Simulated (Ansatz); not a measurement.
# Cl on Mo(110): change of the work function, part 2 of 2

How does Cl on the hollow site change the work function of Mo(110) as the layer fills?

Ansatz 0.2.0; plane-wave DFT, PBE, Ansatz PAW.

So far, work function, upper face (eV): step 2 (the clean slab) 4.60.

## 3. The covered slab, k-mesh 6×6×1, coverage 0.25 ML (continued)

Electrostatic potential energy in the ca plane at fractional y = 0.000, with atoms of Mo within 0.2 Å of it. With pseudopotentials it is smooth inside the atoms' cores, unlike the true potential.

Ten even steps from '0' (-69 eV) to '9' (9 eV), each cell a mean:
```
00158999998510048999999999999999999999999999
33479999999743468999999999999999999999999999
77889998999987789999999999999999999999999999
88999998999998899998999999999999999999999999
77889998999987789998999999999999999999999999
32479999999742368999999999999999999999999999
00158999998510037999999999999999999999999999
00048999998500027999999999999999999999999999
10268999999620148999999999999999999999999999
65689999999865679998999999999999999999999999
88899998999988899998899999999999999999999999
88899998999988899998899999999999999999999999
65689999999865579999999999999999999999999999
10268999998620158999999999999999999999999999
00048999998400037999999999999999999999999999
```
Columns run along c (16.0 Å, from fractional 0.32 to 0.92 of the cell; values clipped at the 3rd and 97th percentile), rows up along a (5.5 Å). Atoms in or near the plane, at fractional coordinates: Mo at (0.34, 0.00), Mo at (0.50, 0.00), Mo at (0.34, 0.50), Mo at (0.50, 0.50).

The relaxation took 6 steps and lowered the energy by 0.19 eV; the largest force on the free atoms ends at 0.0048 eV/Å.

By hand: a sheet of dipoles makes a step −p/(ε₀A) in the electron's potential. With e/ε₀ = 180.95 V·Å, p = 0.03204 e·Å and A = 28.07 Å², that is −180.95 × (0.03204) / 28.07 = -0.207 eV, and the two vacuum levels of the run differ by -0.207 eV.

The covered face has 4.45 eV, -0.15 eV against the clean one; the bare back face has moved by -0.04 eV, a measure of how thin the slab is.

## 4. The covered slab, k-mesh 12×12×1, coverage 1 ML

System of this step: Cl/Mo(110). The cell holds 5 atoms: 4 Mo and 1 Cl. Cell: a = 2.728 Å, b = 2.728 Å, c = 26.782 Å, α = 90.0°, β = 90.0°, γ = 70.5°. Vacuum lies along c.

Another coverage, to see how the dipoles act on each other as their distance changes.

input.yaml reads:

```yaml
crystal:
  lattice:
    - [2.2273863607, -1.575, 0.0]
    - [2.2273863607, 1.575, 0.0]
    - [0.0, 0.0, 26.7815443352]
  atoms:
    - { symbol: Mo, position: [0.0, 0.0, 0.336052316] }
    - { symbol: Mo, position: [0.5, 0.5, 0.419221021] }
    - { symbol: Mo, position: [0.0, 0.0, 0.5032199022] }
    - { symbol: Mo, position: [0.5, 0.5, 0.5833553752] }
    - { symbol: Cl, position: [0.84, 0.84, 0.663947684] }
kpoints:
  mp_grid: { grid: [12, 12, 1] }
hamiltonian:
  xc: pbe
scf:
  occupations: { method: fermi_dirac, width: 0.1 }
  convergence: { dr2_threshold: 1.0e-08 }
efield:
  axis: 3
  dipole_correction: true
  ramp_position: 0.97
  ramp_width: 0.06
relax:
  f_tol: 0.02
  max_steps: 60
  constraints: [{ sites: [0, 1] }]
output:
  write_potential: true
  write_density: true
  volumetric_format: npy
```

Started as:

```bash
ansatz run input.yaml --threads 4 --pin off --max-ram 6144MiB --backend cpu --events-out ev --progress --plain --runs-dir out
```

It took 27 s on 4 threads of Arm Neoverse V2, shared host; peak memory 0.64 GiB.

Relaxation path:

| step | energy less that of the first step (eV) | largest force component (eV/Å) |
| --- | --- | --- |
| 1 | 0.0000 | 1.9229 |
| 2 | -0.2464 | 0.7487 |
| 3 | -0.2606 | 0.1331 |
| 4 | -0.2721 | 0.0125 |

The run keeps the 2 symmetry operations that it works with, so distortions that break them were not tested.

The atoms that moved most (Å):

| atom | dx | dy | dz | length |
| --- | --- | --- | --- | --- |
| Cl5 | 0.089 | 0.000 | -0.218 | 0.235 |
| Mo4 | 0.071 | 0.000 | 0.051 | 0.087 |
| Mo3 | 0.011 | 0.000 | -0.014 | 0.018 |

Final coordinates:

```
Mo Cl
1.0
     2.22739   -1.57500    0.00000
     2.22739    1.57500    0.00000
     0.00000    0.00000   26.78154
Mo Cl
4 1
Cartesian
  0.0000 0.0000 9.0000
  2.2274 0.0000 11.2274
  0.0106 0.0000 13.4628
  2.2982 0.0000 15.6742
  3.8306 0.0000 17.5637
```

Numbers from this step:

```
energy at zero smearing        : -20902.3582 eV
work function, upper face      : 4.209 eV
work function, lower face      : 4.609 eV
dipole along the normal        : 0.01551 e·Å
step between the vacuum levels : -0.4000 eV
```

Running mean over 2.227 Å of the planar mean; the ramp of the sawtooth is left out. The electron's electrostatic potential energy less the Fermi level by z:

```
z (Å)  electron's electrostatic potential energy less the Fermi level (eV)
    4                                                                 4.61
    5                                                                 4.60
    6                                                                 4.47
    7                                                                 3.15
    8                                                                -6.01
    9                                                                -12.4
   10                                                                -12.7
   11                                                                -12.8
   12                                                                -12.8
   13                                                                -12.8
   14                                                                -12.9
   15                                                                -13.1
   16                                                                -13.8
   17                                                                -10.5
   18                                                                -4.93
   19                                                                 1.69
   20                                                                 4.11
   21                                                                 4.21
   22                                                                 4.21
   23                                                                 4.21
```

The relaxation took 4 steps and lowered the energy by 0.27 eV; the largest force on the free atoms ends at 0.012 eV/Å.

The covered face has 4.21 eV, -0.39 eV against the clean one; the bare back face has moved by -0.09 eV, a measure of how thin the slab is.

## 5. Work function against coverage

This step: plane-wave DFT, PBE, Ansatz PAW; work function against coverage (Ansatz 0.2.0).

The runs are now put side by side.

This step gave:

| Item | Value |
| --- | --- |
| work function of the clean face | 4.598 eV |
| largest change of the work function | -0.3890 eV |

Table of work function of the covered face by coverage:

```
coverage (adsorbates/nm²)  work function of the covered face (eV)
                     0.00                                    4.60
                     3.56                                    4.45
                    14.25                                    4.21
```

The dipole per adsorbate comes from the change of the cell's dipole. Coverage, by row:

| coverage (1/nm²) | coverage (ML) | work function (eV) | change (eV) | dipole per adsorbate, positive end outwards (debye) | mean height of the added atoms over the highest substrate atom (Å) |
| --- | --- | --- | --- | --- | --- |
| 3.563 | 0.25 | 4.45 | -0.1485 | 0.081 | 1.91 |
| 14.25 | 1 | 4.209 | -0.389 | 0.056 | 1.889 |

## 6. Summary of results

```yaml
work_function_of_the_clean_face: 4.60 eV
work_function_at_0p25_ml: 4.45 eV
work_function_at_1_ml: 4.21 eV
dipole_per_adsorbate_at_0p25_ml_positive_end_outwards: 0.08 D
```

**Reading.** At the lowest coverage Cl changes the work function of Mo(110) by under 0.15 eV, within the error of so thin a slab; the largest change, -0.39 eV, comes at higher coverage. At the highest coverage the adsorbates are pressed to about 2.7 Å, closer than unbonded atoms of this kind usually come, so a real layer may not reach it. The slab has 4 layers, at the tabulated experimental lattice constant, one starting site was run, and quantum-size effects of a slab this thin can reach one or two tenths of an eV.

[Logs are printed without paths, hosts, clocks, repeated set-up lines and the standing remarks that a program may print on its own settings, such as how far it seeks lower states.]

[Hosts, paths, dates, database ids (printed as entryN), source tags and the programs' standing remarks are cut or masked in the printed files.]

[Maps of the electrostatic potential energy from Ansatz leave out the sawtooth potential of an applied field or a dipole correction, so their vacuum need not be flat; planar profiles and work functions include it.]
